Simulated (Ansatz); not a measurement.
# Fermi-contact shifts in LiFeAsHO5

Wanted: contact shifts and dipolar anisotropies of 7Li, 1H and 17O in paramagnetic LiFeAsHO5 at 320 K.

Main program and level: Ansatz 0.2.0; DFT, PBE+U, plane-wave PAW, default files (PAW set soft_2), collinear spin, scalar-relativistic.

## (1) Starting point

The cell holds 18 atoms: 2 As, 2 Fe, 10 O, 2 Li and 2 H. Its edges and angles: a = 5.265 Å, b = 5.484 Å, c = 7.393 Å, α = 110.7°, β = 105.3°, γ = 98.2°.

The cell is an entry of the Crystallography Open Database; it need not be the form that is stable at ambient conditions. The atoms were relaxed beforehand at this level of theory at fixed cell, with all moments parallel.

## (2) Saturated spin state

The hyperfine field is read from the state with all Fe moments parallel, which stands for the saturated paramagnet. A Hubbard U holds the open shell closer to the ion than the plain functional does, which changes how much spin reaches the ligands.

Input file input.yaml:

```yaml
crystal:
  lattice:
    - [5.2652, 0.0, 0.0]
    - [-0.7784016639, 5.4285765777, 0.0]
    - [-1.9531064585, -2.9163138302, 6.5069113292]
  atoms:
    - { symbol: As, position: [0.0490785937, 0.8635241018, 0.2316076786] }
    - { symbol: As, position: [0.9509214063, 0.1364758982, 0.7683923214] }
    - { symbol: Fe, position: [0.0, 0.5, 0.5], spin: 5.0 }
    - { symbol: Fe, position: [0.5, 0.0, 0.0], spin: 5.0 }
    - { symbol: O, position: [0.1689684953, 0.184790606, 0.4156945299] }
    - { symbol: O, position: [0.8310315047, 0.815209394, 0.5843054701] }
    - { symbol: O, position: [0.6168339449, 0.3154775809, 0.2807165393] }
    - { symbol: O, position: [0.3831660551, 0.6845224191, 0.7192834607] }
    - { symbol: O, position: [0.1870311212, 0.819924011, 0.0424609265] }
    - { symbol: O, position: [0.8129688788, 0.180075989, 0.9575390735] }
    - { symbol: O, position: [0.1662809571, 0.647172503, 0.3309402389] }
    - { symbol: O, position: [0.8337190429, 0.352827497, 0.6690597611] }
    - { symbol: O, position: [0.7025221616, 0.7613981698, 0.115220925] }
    - { symbol: O, position: [0.2974778384, 0.2386018302, 0.884779075] }
    - { symbol: Li, position: [0.4327069004, 0.5546111338, 0.1827858829] }
    - { symbol: Li, position: [0.5672930996, 0.4453888662, 0.8172141171] }
    - { symbol: H, position: [0.5011863272, 0.2738384272, 0.3567674622] }
    - { symbol: H, position: [0.4988136728, 0.7261615728, 0.6432325378] }
magnetization:
  spin_polarized: true
kpoints:
  mp_grid: { grid: [5, 5, 4] }
scf:
  lower_state_search: "off"
  occupations: { method: fermi_dirac, width: 0.02 }
hamiltonian:
  xc: pbe
  hubbard: [{ species: Fe, l: d, u_eff: 4 }]
output:
  efg:
    contact_densities: true
    quadrupole_moments_barn: { As: 0.311, O: -0.02558, Li: -0.0401, H: 0.00285783 }
  forces: false
  write_density: true
  write_potential: true
  elf: true
  volumetric_format: npy
```

Started as:

```
$ ansatz run input.yaml --threads 4 --pin off --max-ram 16384MiB --backend cpu --events-out ev --progress --plain --runs-dir out
```

Numbers of over 12 decimals in the logs are rounded to 6 here.

Output:

```text
[a pick of lines, long numbers rounded; other set-up, energy and force rows are left out]
Functional definition: PBE
Crystal: 18 atoms, lattice volume = 185.984 Å³
Basis set: ecut = 420 eV, 3631 PW (Γ)
Symmetry: 2 space group operations
Magnetic group: BNS 2.4 (UNI 4), of the structure as read, at distance tolerance 5.7e-5 Å
k-points: 51 of 100
Functional: x = pbe(κ = 0.804, μ = 0.219515), c = pbe(β = 0.066725)
SCF iter   1: F=—  HF=-24791.117218 eV  |F-HF|=—  |Δ(HF+E_count)|=         —  Δρ=1.92e-1 (↑4.91e-2 ↓1.92e-1)  dr2=1.09e2  dr2_m=1.24e1  M=6.904 μB ∫|m|=6.924 μB  β_m=0.30  ethr=3.10e-3  ⟨swp⟩=6.0  Hψ=34118  notcnv=0  defer=47
preconditioner: auto → Kerker (q_TF=auto, 2.570 Å⁻¹)  [metal: Δε(μ)=0.012 eV  Ē_g=14.929 eV  σ=0.020 eV  W_gap=0.14  n_scr=52 (ndim 8)  ℏωp=25.8 eV  f_vac=0.019  D(μ)=13.22/eV (n_scr^D=138)]
SCF iter   2: F=—  HF=-24787.820379 eV  |F-HF|=—  |Δ(HF+E_count)|=    3.30e0  Δρ=6.22e-2 (↑4.55e-2 ↓6.22e-2)  dr2=1.42e1  dr2_m=8.34e-1  M=10.000 μB ∫|m|=10.001 μB  β_m=1.00  ethr=3.10e-3  ⟨swp⟩=3.5  Hψ=20462  notcnv=0  defer=1366
preconditioner: auto → Resta (q_TF=auto, 2.570 Å⁻¹)  ε∞=4.0  [insulator: Δε(μ)=1.149 eV  Ē_g=15.038 eV  σ=0.020 eV  W_gap=1.00  n_scr=52 (ndim 8)  ℏωp=25.8 eV  f_vac=0.018  D(μ)=0.00/eV (n_scr^D=0)  ε∞_Penn≈4.0]
SCF iter   3: F=—  HF=-24785.543556 eV  |F-HF|=—  |Δ(HF+E_count)|=    2.28e0  Δρ=2.92e-2 (↑2.92e-2 ↓2.80e-2)  dr2=4.57e0  dr2_m=1.56e-2  M=10.000 μB ∫|m|=10.012 μB  β_m=0.30  ethr=3.10e-3  ⟨swp⟩=2.6  Hψ=17873  notcnv=0  defer=1353
SCF iter   4: F=—  HF=-24785.512533 eV  |F-HF|=—  |Δ(HF+E_count)|=   3.10e-2  Δρ=1.84e-2 (↑1.23e-2 ↓1.84e-2)  dr2=9.16e-1  dr2_m=7.85e-2  M=10.000 μB ∫|m|=10.010 μB  β_m=0.30  ethr=3.10e-3  ⟨swp⟩=2.5  Hψ=18254  notcnv=0  defer=1405
SCF iter   5: F=—  HF=-24785.661312 eV  |F-HF|=—  |Δ(HF+E_count)|=   1.49e-1  Δρ=7.26e-3 (↑5.63e-3 ↓7.26e-3)  dr2=2.54e-1  dr2_m=1.08e-2  M=10.000 μB ∫|m|=10.016 μB  β_m=0.30  ethr=7.05e-4  ⟨swp⟩=2.5  Hψ=16786  notcnv=0  defer=1402
SCF iter   6: F=—  HF=-24785.745075 eV  |F-HF|=—  |Δ(HF+E_count)|=   8.38e-2  Δρ=4.44e-3 (↑3.77e-3 ↓4.44e-3)  dr2=9.30e-2  dr2_m=6.84e-3  M=10.000 μB ∫|m|=10.017 μB  β_m=0.30  ethr=1.96e-4  ⟨swp⟩=2.0  Hψ=10338  notcnv=0  defer=1402
SCF iter   7: F=—  HF=-24785.785438 eV  |F-HF|=—  |Δ(HF+E_count)|=   4.04e-2  Δρ=2.47e-3 (↑2.26e-3 ↓2.47e-3)  dr2=1.65e-2  dr2_m=5.69e-3  M=10.000 μB ∫|m|=10.018 μB  β_m=0.49  ethr=7.15e-5  ⟨swp⟩=2.1  Hψ=13439  notcnv=0  defer=1402
SCF iter   8: F=—  HF=-24785.841218 eV  |F-HF|=—  |Δ(HF+E_count)|=   5.58e-2  Δρ=1.39e-3 (↑1.32e-3 ↓1.39e-3)  dr2=8.76e-3  dr2_m=1.25e-3  M=10.000 μB ∫|m|=10.022 μB  β_m=0.54  ethr=1.27e-5  ⟨swp⟩=2.1  Hψ=16432  notcnv=0  defer=1399
SCF iter   9: F=—  HF=-24785.852874 eV  |F-HF|=—  |Δ(HF+E_count)|=   1.17e-2  Δρ=8.44e-4 (↑3.38e-4 ↓8.44e-4)  dr2=1.84e-3  dr2_m=3.22e-4  M=10.000 μB ∫|m|=10.024 μB  β_m=0.77  ethr=6.74e-6  ⟨swp⟩=2.0  Hψ=14899  notcnv=0  defer=1399
SCF iter  10: F=—  HF=-24785.854053 eV  |F-HF|=—  |Δ(HF+E_count)|=   1.18e-3  Δρ=2.60e-4 (↑2.15e-4 ↓2.60e-4)  dr2=3.66e-4  dr2_m=7.60e-6  M=10.000 μB ∫|m|=10.025 μB  β_m=0.70  ethr=1.42e-6  ⟨swp⟩=2.0  Hψ=11923  notcnv=0  defer=1399
SCF iter  11: F=—  HF=-24785.854105 eV  |F-HF|=—  |Δ(HF+E_count)|=   5.18e-5  Δρ=1.26e-4 (↑8.04e-5 ↓1.26e-4)  dr2=6.77e-5  dr2_m=3.16e-6  M=10.000 μB ∫|m|=10.025 μB  β_m=0.74  ethr=2.82e-7  ⟨swp⟩=2.7  Hψ=15068  notcnv=0  defer=1399
SCF iter  12: F=—  HF=-24785.854186 eV  |F-HF|=—  |Δ(HF+E_count)|=   8.13e-5  Δρ=8.94e-5 (↑4.19e-5 ↓8.94e-5)  dr2=2.64e-5  dr2_m=1.79e-6  M=10.000 μB ∫|m|=10.025 μB  β_m=0.78  ethr=5.20e-8  ⟨swp⟩=2.2  Hψ=12595  notcnv=0  defer=1399
SCF iter  13: F=—  HF=-24785.854194 eV  |F-HF|=—  |Δ(HF+E_count)|=   7.95e-6  Δρ=3.83e-5 (↑2.36e-5 ↓3.83e-5)  dr2=5.94e-6  dr2_m=1.88e-7  M=10.000 μB ∫|m|=10.025 μB  β_m=0.67  ethr=2.03e-8  ⟨swp⟩=2.0  Hψ=14059  notcnv=0  defer=1399
SCF iter  14: F=—  HF=-24785.854194 eV  |F-HF|=—  |Δ(HF+E_count)|=   2.90e-7  Δρ=1.19e-5 (↑7.68e-6 ↓1.19e-5)  dr2=6.43e-7  dr2_m=2.61e-8  M=10.000 μB ∫|m|=10.025 μB  β_m=0.71  ethr=4.57e-9  ⟨swp⟩=2.0  Hψ=13858  notcnv=0  defer=1399
SCF iter  15: F=—  HF=-24785.854195 eV  |F-HF|=—  |Δ(HF+E_count)|=   3.83e-7  Δρ=5.58e-6 (↑3.64e-6 ↓5.58e-6)  dr2=1.41e-7  dr2_m=7.36e-9  M=10.000 μB ∫|m|=10.025 μB  β_m=0.85  ethr=4.94e-10  ⟨swp⟩=2.0  Hψ=11144  notcnv=0  defer=1399
iter 16 met the thresholds in force, and the SCF goes on: an eigenvalue changes by 0.15 meV, over its tolerance of 0.07 meV (output.eigenvalues, Limitations)
SCF iter  16: F=-24785.854195 eV  HF=-24785.854195 eV  |F-HF|=2.62e-8  |Δ(HF+E_count)|=   1.01e-7  Δρ=2.75e-6 (↑2.38e-6 ↓2.75e-6)  dr2=3.78e-8  dr2_m=4.47e-10  M=10.000 μB ∫|m|=10.025 μB  β_m=0.70  ethr=7.69e-11  ⟨swp⟩=11.0  Hψ=36499  notcnv=0
SCF iter  17: F=-24785.854195 eV  HF=-24785.854195 eV  |F-HF|=1.21e-9  |Δ(HF+E_count)|=   5.20e-9  Δρ=5.61e-7 (↑5.28e-7 ↓5.61e-7)  dr2=1.89e-9  dr2_m=1.25e-10  M=10.000 μB ∫|m|=10.025 μB  ethr=2.91e-11  ⟨swp⟩=1.0  Hψ=21347  notcnv=0
SCF 1 converged in 17 iterations: F = -24785.854195 eV  dr2 = 1.89e-9
SCF converged after 17 iterations
an eigenvalue changed by more than its tolerance at an iteration that met the thresholds in force, so the SCF went on 1 time: the last check found none over its tolerance
[...]
Free energy (F): -24785.854195 eV
Fermi energy:    7.057085 eV
--- PAW observables at the nuclei: V_zz in 10²¹ V/m², potentials from the cell's mean, atoms counted from 1 ---
  atom   1  As V_zz =    -1.401626   η = 0.8891   by run symmetry: allowed   C_q = -10.5402 MHz
            electrostatic potential = -4510.524504 V   contact ρ = 235456.481600 e/Å³   contact ρ_s (e/Å³): all electrons +1.271526, valence +1.200245
  atom   2  As V_zz =    -1.401626   η = 0.8891   by run symmetry: allowed   C_q = -10.5402 MHz
            electrostatic potential = -4510.524504 V   contact ρ = 235456.481600 e/Å³   contact ρ_s (e/Å³): all electrons +1.271526, valence +1.200245
  atom   3  Fe V_zz =    -2.461750   η = 0.5476   by run symmetry: allowed
            electrostatic potential = -3198.557974 V   contact ρ = 100569.713270 e/Å³   contact ρ_s (e/Å³): all electrons -4.101125, valence +6.376151
  atom   4  Fe V_zz =    -3.487549   η = 0.7708   by run symmetry: allowed
            electrostatic potential = -3198.761944 V   contact ρ = 100570.124400 e/Å³   contact ρ_s (e/Å³): all electrons -4.088038, valence +6.339150
  atom   5  O  V_zz =   +13.181859   η = 0.2809   by run symmetry: allowed   C_q = -8.1533 MHz
            electrostatic potential = -621.358857 V   contact ρ = 2158.438825 e/Å³   contact ρ_s (e/Å³): all electrons +0.790745, valence +0.907519
  atom   6  O  V_zz =   +13.181859   η = 0.2809   by run symmetry: allowed   C_q = -8.1533 MHz
            electrostatic potential = -621.358857 V   contact ρ = 2158.438825 e/Å³   contact ρ_s (e/Å³): all electrons +0.790745, valence +0.907519
  atom   7  O  V_zz =    +9.314052   η = 0.7690   by run symmetry: allowed   C_q = -5.7609 MHz
            electrostatic potential = -621.361756 V   contact ρ = 2155.545186 e/Å³   contact ρ_s (e/Å³): all electrons +1.150831, valence +1.388896
  atom   8  O  V_zz =    +9.314052   η = 0.7690   by run symmetry: allowed   C_q = -5.7609 MHz
            electrostatic potential = -621.361756 V   contact ρ = 2155.545186 e/Å³   contact ρ_s (e/Å³): all electrons +1.150831, valence +1.388896
  atom   9  O  V_zz =   +12.838409   η = 0.1374   by run symmetry: allowed   C_q = -7.9408 MHz
            electrostatic potential = -621.555052 V   contact ρ = 2157.837537 e/Å³   contact ρ_s (e/Å³): all electrons +0.886890, valence +1.048191
  atom  10  O  V_zz =   +12.838409   η = 0.1374   by run symmetry: allowed   C_q = -7.9408 MHz
            electrostatic potential = -621.555052 V   contact ρ = 2157.837537 e/Å³   contact ρ_s (e/Å³): all electrons +0.886890, valence +1.048191
  atom  11  O  V_zz =   +12.611999   η = 0.4774   by run symmetry: allowed   C_q = -7.8008 MHz
            electrostatic potential = -621.465184 V   contact ρ = 2157.927631 e/Å³   contact ρ_s (e/Å³): all electrons +0.742360, valence +0.894076
  atom  12  O  V_zz =   +12.611999   η = 0.4774   by run symmetry: allowed   C_q = -7.8008 MHz
            electrostatic potential = -621.465184 V   contact ρ = 2157.927631 e/Å³   contact ρ_s (e/Å³): all electrons +0.742360, valence +0.894076
  atom  13  O  V_zz =   +12.543864   η = 0.3132   by run symmetry: allowed   C_q = -7.7587 MHz
            electrostatic potential = -621.202338 V   contact ρ = 2157.647717 e/Å³   contact ρ_s (e/Å³): all electrons +0.647488, valence +0.763277
  atom  14  O  V_zz =   +12.543864   η = 0.3132   by run symmetry: allowed   C_q = -7.7587 MHz
            electrostatic potential = -621.202338 V   contact ρ = 2157.647717 e/Å³   contact ρ_s (e/Å³): all electrons +0.647488, valence +0.763277
  atom  15  Li V_zz =    +0.111122   η = 0.4774   by run symmetry: allowed   C_q = -0.1077 MHz
            electrostatic potential = -170.150144 V   contact ρ = 94.508601 e/Å³   contact ρ_s (e/Å³): all electrons +0.021675, valence +0.021454
  atom  16  Li V_zz =    +0.111122   η = 0.4774   by run symmetry: allowed   C_q = -0.1077 MHz
            electrostatic potential = -170.150144 V   contact ρ = 94.508601 e/Å³   contact ρ_s (e/Å³): all electrons +0.021675, valence +0.021454
  atom  17  H  V_zz =    +3.519224   η = 0.0660   by run symmetry: allowed   C_q = +0.2432 MHz
            electrostatic potential = -39.379998 V   contact ρ = 2.919596 e/Å³   contact ρ_s (e/Å³): all electrons +0.008932, valence +0.008857
  atom  18  H  V_zz =    +3.519224   η = 0.0660   by run symmetry: allowed   C_q = +0.2432 MHz
            electrostatic potential = -39.379998 V   contact ρ = 2.919596 e/Å³   contact ρ_s (e/Å³): all electrons +0.008932, valence +0.008857
--- Band table (eV; the first three rows and the last of 102) ---
  k-point 0 ↑: bands = ["-85.3155", "-85.1633", "-51.2920", "-51.2729", "-51.2082", "-51.1476", "-51.1356", "-51.0571", "-36.9366", "-36.9280", "-30.0752", "-30.0750", "-30.0620", "-30.0618", "-30.0516", "-30.0514", "-29.9708", "-29.9708", "-29.9635", "-29.9635", "-14.0471", "-13.5807", "-12.4939", "-12.3056", "-11.8946", "-11.6898", "-11.6197", "-11.4956", "-11.4202", "-11.3596", "-3.4826", "-2.7973", "-1.7028", "-1 [...]
  k-point 1 ↑: bands = ["-85.3154", "-85.1633", "-51.2920", "-51.2729", "-51.2082", "-51.1476", "-51.1356", "-51.0571", "-36.9366", "-36.9280", "-30.0754", "-30.0749", "-30.0620", "-30.0618", "-30.0517", "-30.0513", "-29.9708", "-29.9708", "-29.9636", "-29.9635", "-13.9878", "-13.6558", "-12.4845", "-12.3621", "-11.8343", "-11.6951", "-11.5920", "-11.5008", "-11.4159", "-11.3730", "-3.4194", "-2.9660", "-1.5479", "-1 [...]
  k-point 2 ↑: bands = ["-85.3154", "-85.1633", "-51.2920", "-51.2729", "-51.2082", "-51.1476", "-51.1356", "-51.0571", "-36.9366", "-36.9280", "-30.0754", "-30.0748", "-30.0620", "-30.0618", "-30.0517", "-30.0513", "-29.9708", "-29.9707", "-29.9636", "-29.9635", "-13.8635", "-13.7959", "-12.4657", "-12.4173", "-11.7877", "-11.6984", "-11.5486", "-11.5186", "-11.4023", "-11.3980", "-3.2575", "-3.2123", "-1.3587", "-1 [...]
  k-point 50 ↓: bands = ["-80.2224", "-80.0960", "-46.3056", "-46.2944", "-46.2516", "-46.1984", "-46.1723", "-46.1296", "-36.9321", "-36.9238", "-30.0667", "-30.0661", "-30.0541", "-30.0539", "-30.0426", "-30.0422", "-29.9634", "-29.9634", "-29.9560", "-29.9560", "-13.6586", "-13.4864", "-12.2109", "-12.1127", "-11.6965", "-11.5549", "-11.4491", "-11.3096", "-11.2165", "-11.1373", "-2.5887", "-2.5225", "-0.1826", "0 [...]
Occupation matrices written to <dir>
[key lines of the parts left out:]
Magnetization: 10.0000 μB (70.0000 up, 60.0000 down)
```

Run time: 51 s. Hardware: 4 threads of Intel Xeon Platinum 8375C at 2.90GHz (Ice Lake), shared host; peak memory 1.8 GiB; 3.2 min of CPU time.

The cell holds 10.00 μB on 2 Fe, so S = 2.50. The contact field is B = (2μ₀/3) μB ρ_s, 7.769 T for 1 e/Å³, and A_iso = γB/(2πS) sums over all ions. The valence part leaves out the polarisation of the shells that the files keep in the core (H has none; for Li and Na most or all inner electrons count as valence):

| site | atom | atoms in cell | links to Fe | field (T) | valence part (T) | A_iso (MHz) |
| --- | --- | --- | --- | --- | --- | --- |
| Li | 15 | 2 | 4 Fe through links of 91 to 96° (3), 105° (1), 115° (1) and 135° (1) | 0.168 | 0.167 | 1.11 |
| H | 17 | 2 | 2 Fe through links of 104 to 108° (2) | 0.0694 | 0.0688 | 1.18 |
| O(1) | 5 | 2 | bonded to 1 Fe at 2.03 Å | 6.14 | 7.05 | -14.2 |
| O(2) | 7 | 2 | bonded to 2 Fe at 2.04 to 2.06 Å | 8.94 | 10.8 | -20.7 |
| O(3) | 9 | 2 | bonded to 1 Fe at 1.95 Å | 6.89 | 8.14 | -15.9 |
| O(4) | 11 | 2 | bonded to 1 Fe at 2.02 Å | 5.77 | 6.95 | -13.3 |
| O(5) | 13 | 2 | bonded to 1 Fe at 2.07 Å | 5.03 | 5.93 | -11.6 |
| As | 1 | 2 | 4 Fe through links of 120 to 125° (2) and 134 to 138° (2) | 9.88 | 9.33 | 28.9 |

Spin density in the bc plane at fractional x = 0.499, with atoms of Fe and H within 0.2 Å of it.

Ten even steps from '0' (0.00 × 1e0 e/Å³) to '9' (8.52 × 1e0 e/Å³), each cell a mean:
```
510000000000015
100000000000001
000000000000000
000000000000000
000000000000000
000000000000000
000000000000000
000000000000000
000000000000000
000000000000000
000000000000000
000000000000000
000000000000000
000000000000000
000000000000000
000000000000000
000000000000000
000000000000000
320000000000001
930000000000015
```
Columns run along b (5.5 Å), rows up along c (7.4 Å). Atoms in or near the plane, at fractional coordinates: Fe at (0.00, 0.00), H at (0.27, 0.36), H at (0.73, 0.64).

(Part 1 of 2 ends here.)

[Logs are printed without paths, hosts, clocks, repeated set-up lines and the standing remarks that a program may print on its own settings, such as how far it seeks lower states.]

[Hosts, paths, dates, database ids (printed as entryN), source tags and the programs' standing remarks are cut or masked in the printed files.]
